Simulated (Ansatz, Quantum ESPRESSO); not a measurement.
# TbS (Fm-3m): phonons and their coupling to the electrons

Aim: phonons of metallic TbS (Fm-3m) and how strongly they couple to the electrons.

Method: DFT PBEsol, scalar-relativistic, plane waves, PseudoDojo norm-conserving, 4f in core pseudopotentials, in Quantum ESPRESSO 7.5.

Most raw output is cut from this account.

### 1. Starting point

It takes space group Fm-3m (No. 225, cubic). The conventional cell has a = 5.516 Å, b = 5.516 Å, c = 5.516 Å, α = 90.00°, β = 90.00°, γ = 90.00°. Nearest to Tb lie 6 S at 2.76 Å. Nearest to S lie 6 Tb at 2.76 Å. Farther neighbours and most contacts between anions are not listed.

### 2. A probe with smearing

A cheap run with smearing and empty bands tells whether the crystal has a gap, which decides between fixed occupations and smearing later on.

Contents of probe.in:

```
&CONTROL
  calculation = 'scf'
  prefix      = 'x'
  outdir      = './tmp'
  pseudo_dir  = './pseudo'
  tprnfor     = .true.
  tstress     = .true.
  verbosity   = 'high'
/
&SYSTEM
  ibrav       = 0
  nat         = 2
  ntyp        = 2
  ecutwfc     = 42.0
  input_dft   = 'pbesol'
  occupations = 'smearing'
  smearing    = 'gaussian'
  degauss     = 0.01
/
&ELECTRONS
  conv_thr         = 1.0d-07
  mixing_beta      = 0.7
  electron_maxstep = 100
/
ATOMIC_SPECIES
 Tb    158.9254  Tb.upf
 S      32.0600  S.upf
CELL_PARAMETERS angstrom
    -2.758000000    0.000000000    2.758000000
     0.000000000    2.758000000    2.758000000
    -2.758000000    2.758000000    0.000000000
ATOMIC_POSITIONS crystal
 Tb     0.000000000   0.000000000   0.000000000
 S      0.500000000   0.500000000   0.500000000
K_POINTS automatic
 6 6 6 0 0 0
```

The run is started by

```bash
> OMP_NUM_THREADS=1 mpirun -n 4 pw.x -nk 4 -in probe.in > probe.out
```

Wall time 2.4 s (4 MPI ranks of Intel Xeon 6975P-C (Granite Rapids), shared host).

Read from the output:

```
volume per atom   : 20.98 Å³
pressure          : -3.130 GPa
gap on the k-mesh : 0 eV
```

No gap opens on this mesh, so smearing is kept; the start stands at -3.1 GPa.

### 3. Relaxing the cell and atoms

Frequencies change by per cents with a per cent of volume, so the structure is first brought to rest at this level of theory.

Contents of relax.in:

```
&CONTROL
  calculation   = 'vc-relax'
  prefix        = 'x'
  outdir        = './tmp'
  pseudo_dir    = './pseudo'
  tprnfor       = .true.
  tstress       = .true.
  forc_conv_thr = 2.0d-05
  etot_conv_thr = 1.0d-07
  nstep         = 40
/
&SYSTEM
  ibrav       = 0
  nat         = 2
  ntyp        = 2
  ecutwfc     = 42.0
  input_dft   = 'pbesol'
  occupations = 'smearing'
  smearing    = 'mv'
  degauss     = 0.02
/
&ELECTRONS
  conv_thr         = 1.0d-11
  mixing_beta      = 0.7
  electron_maxstep = 100
/
&IONS
/
&CELL
  press_conv_thr = 0.1
/
ATOMIC_SPECIES
 Tb    158.9254  Tb.upf
 S      32.0600  S.upf
CELL_PARAMETERS angstrom
    -2.758000000    0.000000000    2.758000000
     0.000000000    2.758000000    2.758000000
    -2.758000000    2.758000000    0.000000000
ATOMIC_POSITIONS crystal
 Tb     0.000000000   0.000000000   0.000000000
 S      0.500000000   0.500000000   0.500000000
K_POINTS automatic
 10 10 10 0 0 0
```

The run is started by

```bash
> OMP_NUM_THREADS=1 mpirun -n 4 pw.x -nk 4 -in relax.in > relax.out
```

It took 12 s on 4 MPI ranks; 46 s of CPU time.

Relaxation path:

```
step  energy less that of the first step (eV)  largest force (eV/Å)  pressure (GPa)  volume (Å³)
   1                                   0.0000                0.0000           -3.05        41.96
   2                                  -0.0092                0.0000           -1.46        41.31
   3                                  -0.0117                0.0000            0.07        40.73
   4                                  -0.0117                0.0000            0.00        40.76
   5                                  -0.0117                0.0000            0.00        40.76
   6                                  -0.0080                0.0000           -0.13        40.76
```

```
conventional cell, symmetrised  before  after  change
                         a (Å)   5.516  5.463  -1.0 %
                         b (Å)   5.516  5.463  -1.0 %
                         c (Å)   5.516  5.463  -1.0 %
              volume (Å³/atom)   20.98  20.38  -2.9 %
```

Final coordinates:

```cif
data_structure
_symmetry_space_group_name_H-M 'P 1'
_symmetry_Int_Tables_number 1
_cell_length_a 3.8628
_cell_length_b 3.8628
_cell_length_c 3.8628
_cell_angle_alpha 60.000
_cell_angle_beta 60.000
_cell_angle_gamma 60.000
_cell_volume 40.76
loop_
_atom_site_label
_atom_site_type_symbol
_atom_site_fract_x
_atom_site_fract_y
_atom_site_fract_z
_atom_site_occupancy
Tb1 Tb 0.00000 0.00000 0.00000 1
S2 S 0.50000 0.50000 0.50000 1
```

The last row of the table of steps is pw.x's closing run on a basis chosen anew for the final cell, so its energy can jump.

Read from the output:

| Property | Result |
| --- | --- |
| volume per atom | 20.38 Å³ |
| pressure | -0.129 GPa |

The volume changes by -2.9 % from the cell with which this run began.

### 4. Ground state

Perturbation theory inherits every error of the wavefunctions, so the threshold is set near the limit of the arithmetic. Smearing stays on, as the first look found no gap above 0.3 eV.

Contents of scf.in:

```
&CONTROL
  calculation = 'scf'
  prefix      = 'x'
  outdir      = './tmp'
  pseudo_dir  = './pseudo'
  tprnfor     = .true.
  tstress     = .true.
/
&SYSTEM
  ibrav       = 0
  nat         = 2
  ntyp        = 2
  ecutwfc     = 42.0
  input_dft   = 'pbesol'
  occupations = 'smearing'
  smearing    = 'mv'
  degauss     = 0.02
/
&ELECTRONS
  conv_thr         = 1.0d-12
  mixing_beta      = 0.7
  electron_maxstep = 100
/
ATOMIC_SPECIES
 Tb    158.9254  Tb.upf
 S      32.0600  S.upf
CELL_PARAMETERS angstrom
    -2.731401651    0.000000000    2.731401651
     0.000000000    2.731401651    2.731401651
    -2.731401651    2.731401651    0.000000000
ATOMIC_POSITIONS crystal
 Tb     0.000000000   0.000000000   0.000000000
 S      0.500000000   0.500000000   0.500000000
K_POINTS automatic
 12 12 12 0 0 0
```

The run is started by

```bash
> OMP_NUM_THREADS=1 mpirun -n 4 pw.x -nk 4 -in scf.in > scf.out
```

It took 6.2 s on 4 MPI ranks; 24 s of CPU time.

This step gave:

* pressure: -0.1890 GPa

The cell stands at -0.19 GPa, close enough for phonons.

### 5. Levels on a dense mesh

The coupling is a sum over pairs of states at the Fermi level and needs a much denser mesh than the density does.

scf_fit.in, as its differences from scf.in of step 4:

```diff
@@ -17,5 +17,6 @@
   degauss     = 0.02
+  la2F        = .true.
 /
 &ELECTRONS
-  conv_thr         = 1.0d-12
+  conv_thr         = 1.0d-10
   mixing_beta      = 0.7
@@ -34,2 +35,2 @@
 K_POINTS automatic
- 12 12 12 0 0 0
+ 24 24 24 0 0 0
```

The run is started by

```bash
> OMP_NUM_THREADS=1 mpirun -n 4 pw.x -nk 4 -in scf_fit.in > scf_fit.out
```

Wall time 21 s (4 MPI ranks); 83 s of CPU time.

Read from the output:

| Quantity | Value |
| --- | --- |
| pressure | -0.156 GPa |

### 6. Ground state

The run on the dense mesh left its levels for the electron-phonon sums; ph.x needs the ground state on the coarse mesh, so pw.x runs once more in the same folder.

scf.in is that of step 4.

The run is started by

```bash
> OMP_NUM_THREADS=1 mpirun -n 4 pw.x -nk 4 -in scf.in > scf.out
```

The job ended after 4.8 s (4 MPI ranks).

This step gave:

```yaml
pressure: -0.1890 GPa
```

### 7. Linear response on the mesh

Linear response treats each wavevector in the unit cell, with no supercell; the 4×4×4 mesh fixes the range of the force constants to be had. The change of the potential is kept for the electron-phonon matrix elements.

Contents of ph.in:

```
phonons
&INPUTPH
  prefix          = 'x'
  outdir          = './tmp'
  fildyn          = 'x.dyn'
  tr2_ph          = 1.0d-18
  alpha_mix(1)    = 0.4
  nmix_ph         = 8
  ldisp           = .true.
  nq1             = 4
  nq2             = 4
  nq3             = 4
  electron_phonon = 'interpolated'
  fildvscf        = 'dvscf'
  el_ph_sigma     = 0.005
  el_ph_nsigma    = 10
/
```

The run is started by

```bash
> OMP_NUM_THREADS=1 mpirun -n 4 ph.x -nk 4 -in ph.in > ph.out
```

Elapsed: 27 min, on 4 MPI ranks; 1.8 h of CPU time.

Read from the output:

| Quantity | Value |
| --- | --- |
| largest acoustic frequency at the zone centre before the sum rule | -6.24 cm⁻¹ |
| highest optical zone-centre mode (no LO-TO term) | 285.4 cm⁻¹ |
| lowest optical zone-centre mode | 285.4 cm⁻¹ |
| lowest mode on the q mesh (acoustic ones at the zone centre apart) | 55.87 cm⁻¹ |

Frequencies (cm⁻¹) at each irreducible wavevector; negative means imaginary. Frequencies by wavevector:

```
  q (fractions)  star  mode 1  mode 2  mode 3  mode 4  mode 5  mode 6
          0 0 0     1   -6.24   -6.24   -6.24   285.4   285.4   285.4
       0 0 0.25     8   78.01   78.01   93.84   290.4   290.4   291.7
       0 0 -0.5     4    85.1   108.7   108.7   285.9   285.9   305.1
    0 0.25 0.25     6   55.87   55.87   105.1   281.4   281.4   298.2
    0 0.25 -0.5    24   82.72    94.3   95.18   287.4   288.3   293.7
   0 0.25 -0.25    12   73.21   102.9   103.7   278.6   290.9   299.7
    0 -0.5 -0.5     3   77.43   77.43    84.8   281.8   281.8     290
0.25 -0.5 -0.25     6   83.89   83.89   90.49   282.8   282.8   292.4
```

Couplings of single modes at a Gaussian broadening of 0.02 Ry, as ph.x prints them; it sets λ to zero for modes under 20 cm⁻¹. Mode couplings, the first 40 of 42 rows:

```
  q (fractions)  mode  frequency (cm⁻¹)       λ  linewidth γ (GHz)
       0 0 0.25     1             78.01  0.0808               2.37
       0 0 0.25     2             78.01  0.0803               2.36
       0 0 0.25     3             93.84  0.1004               4.27
       0 0 0.25     4             290.4  0.0163               6.64
       0 0 0.25     5             290.4   0.017               6.91
       0 0 0.25     6             291.7  0.0545              22.39
       0 0 -0.5     1              85.1   0.812              28.39
       0 0 -0.5     2             108.7  0.0416               2.37
       0 0 -0.5     3             108.7  0.0418               2.38
       0 0 -0.5     4             285.9    0.03              11.82
       0 0 -0.5     5             285.9  0.0307              12.12
       0 0 -0.5     6             305.1  0.0394              17.71
    0 0.25 0.25     1             55.87  0.0692               1.04
    0 0.25 0.25     2             55.87  0.0702               1.06
    0 0.25 0.25     3             105.1  0.2236              11.93
    0 0.25 0.25     4             281.4  0.0169               6.46
    0 0.25 0.25     5             281.4  0.0167               6.38
    0 0.25 0.25     6             298.2  0.0361               15.5
    0 0.25 -0.5     1             82.72  0.3972              13.12
    0 0.25 -0.5     2              94.3  0.0382               1.64
    0 0.25 -0.5     3             95.18  0.0956               4.18
    0 0.25 -0.5     4             287.4  0.0386              15.38
    0 0.25 -0.5     5             288.3  0.0255              10.24
    0 0.25 -0.5     6             293.7  0.0439              18.28
   0 0.25 -0.25     1             73.21  0.0918               2.38
   0 0.25 -0.25     2             102.9  0.3751              19.18
   0 0.25 -0.25     3             103.7  0.0805               4.18
   0 0.25 -0.25     4             278.6  0.0317              11.87
   0 0.25 -0.25     5             290.9  0.0275              11.25
   0 0.25 -0.25     6             299.7  0.0574              24.86
    0 -0.5 -0.5     1             77.43  0.0331               0.96
    0 -0.5 -0.5     2             77.43  0.0331               0.96
    0 -0.5 -0.5     3              84.8  0.1964               6.82
    0 -0.5 -0.5     4             281.8  0.0272              10.41
    0 -0.5 -0.5     5             281.8  0.0269              10.31
    0 -0.5 -0.5     6               290    0.02               8.13
0.25 -0.5 -0.25     1             83.89   0.099               3.36
0.25 -0.5 -0.25     2             83.89   0.099               3.36
0.25 -0.5 -0.25     3             90.49  0.3621              14.31
0.25 -0.5 -0.25     4             282.8  0.0356              13.76
```

Optical modes; normalised displacements of the dynamical-matrix file. Modes at Γ, with each element's share of the kinetic energy:

```
mode  frequency (cm⁻¹)  symmetry  Tb %  S %
   1             285.4       T1u    17   83
   2             285.4       T1u    17   83
   3             285.4       T1u    17   83
```

Displacements in mode 3 (285.4 cm⁻¹), the largest set to 1:
```
Tb1  0.07  0.02 -0.20
S2  -0.35 -0.12  1.00
```

The acoustic modes at Γ come out as far as 6.2 cm⁻¹ from zero, where they should vanish, a small numerical error.

### 8. Fourier transform to real space

The dynamical matrices of the mesh are Fourier-transformed to force constants in real space.

Contents of q2r.in:

```
&INPUT
  fildyn = 'x.dyn'
  zasr   = 'crystal'
  flfrc  = 'x.fc'
  la2F   = .true.
/
```

The run is started by

```bash
> q2r.x < q2r.in > q2r.out
```

Elapsed: 0.72 s, on 1 thread.

### 9. Dispersion

From the force constants any wavevector is cheap; points of the mesh come back as solved, but for the sum rule and, in polar crystals, the LO-TO term at Γ; the rest is interpolation.

Contents of matdyn.in:

```
&INPUT
  asr              = 'crystal'
  flfrc            = 'x.fc'
  flfrq            = 'x.freq'
  flvec            = 'x.modes'
  q_in_band_form   = .true.
  q_in_cryst_coord = .true.
/
8
  0.0000000   0.0000000   0.0000000  12  ! GAMMA
  0.0000000   0.5000000   0.5000000  12  ! X
  0.0000000   0.6250000   0.3750000   1  ! U
 -0.3750000   0.3750000   0.0000000  12  ! K
  0.0000000   0.0000000   0.0000000  12  ! GAMMA
  0.0000000   0.5000000   0.0000000  12  ! L
 -0.2500000   0.5000000   0.2500000  12  ! W
  0.0000000   0.5000000   0.5000000   1  ! X
```

The run is started by

```bash
> matdyn.x -in matdyn.in > matdyn.out
```

The job ended after 0.66 s (1 thread).

Read from the output:

| Quantity | Value |
| --- | --- |
| lowest frequency on the path | 0 cm⁻¹ |
| mean frequency | 188.2 cm⁻¹ |
| Debye temperature (second moment) | 397 K |
| logarithmic mean frequency | 157.4 cm⁻¹ |

Matdyn.x, sum rule crystal. The phonon branches at the labelled points (cm⁻¹):

```
    point  branch 1  branch 2  branch 3  branch 4  branch 5  branch 6
        Γ         0         0         0       286       286       286
  halfway        56        56       105       281       281       298
        X        77        77        85       282       282       290
  halfway        80        83        85       284       284       288
        U        73        93        95       283       289       291
jump to K        73        93        95       283       289       291
  halfway        65        94       104       281       292       297
        Γ         0         0         0       286       286       286
  halfway        78        78        94       290       290       292
        L        85       109       109       286       286       305
  halfway        84        93       104       286       288       298
        W        84        84        90       283       283       292
  halfway        78        85        88       283       286       288
        X        77        77        85       282       282       290
```

Lowest modes at the softest wavevector of the mesh; phase exp(i q.(R + tau)). Modes at q = (0.250, 0.250, 0.000), with each element's share of the kinetic energy:

```
mode  frequency (cm⁻¹)  Tb %  S %
   1              55.9    85   15
   2              55.9    85   15
   3             105.1   100    0
   4             281.4    15   85
   5             281.4    15   85
   6             298.2     0  100
```

Displacements in mode 2 (55.9 cm⁻¹), the largest set to 1, in the home cell (x, y, z of the real part, then of the imaginary part):
```
Tb1 1.00 0.00 0.00 0.00 0.00 0.00
S2  0.00 0.00 0.00 0.94 0.00 0.00
```

Displacements in mode 6 (298.2 cm⁻¹), the largest set to 1, in the home cell:
```
Tb1 0.00 0.00 0.00
S2  0.00 0.00 1.00
```

Force constants by pair (phonopy on the run's constants); pairs near half the supercell's span include their periodic images. Pair force constants, by row:

```
atom  neighbour  distance (Å)  third of the trace (eV/Å²)  along the pair's line (eV/Å²)
 Tb1     itself             0                       7.385                              –
 Tb1          S         2.731                      -1.224                         -3.339
 Tb1         Tb         3.863                      0.0293                         0.1027
 Tb1          S         4.731                     -0.0618                        -0.1414
 Tb1         Tb         5.463                      0.1819                         0.6207
 Tb1          S         6.108                     -0.0219                        -0.0754
 Tb1         Tb         6.691                     -0.0283                        -0.0871
  S2     itself             0                       9.293                              –
  S2         Tb         2.731                      -1.224                         -3.339
  S2          S         3.863                     -0.0255                        -0.1333
  S2         Tb         4.731                     -0.0618                        -0.1414
  S2          S         5.463                     -0.1406                        -0.4951
  S2         Tb         6.108                     -0.0219                        -0.0754
  S2          S         6.691                     -0.0012                       -1.00e-4
```

Harmonic mean-square displacement, third of the trace. Mean-square displacements:

```
T (K)  Tb1 U_eq (Å²)  S2 U_eq (Å²)
    0         0.0012       0.00216
  100        0.00239       0.00285
  300        0.00651       0.00591
  600         0.0129       0.01122
```

Mode patterns, pair constants, displacements and means over the zone were worked out by phonopy from the force constants of q2r.x.

All branches are real along the path.

(Continued in part 2 of 2.)

[Host names and launcher messages were left out of these logs when they were recorded.]

[Logs are printed without paths, hosts, clocks, repeated set-up lines and the standing remarks that a program may print on its own settings, such as how far it seeks lower states.]

[Hosts, paths, dates, database ids (printed as entryN), source tags and the programs' standing remarks are cut or masked in the printed files.]
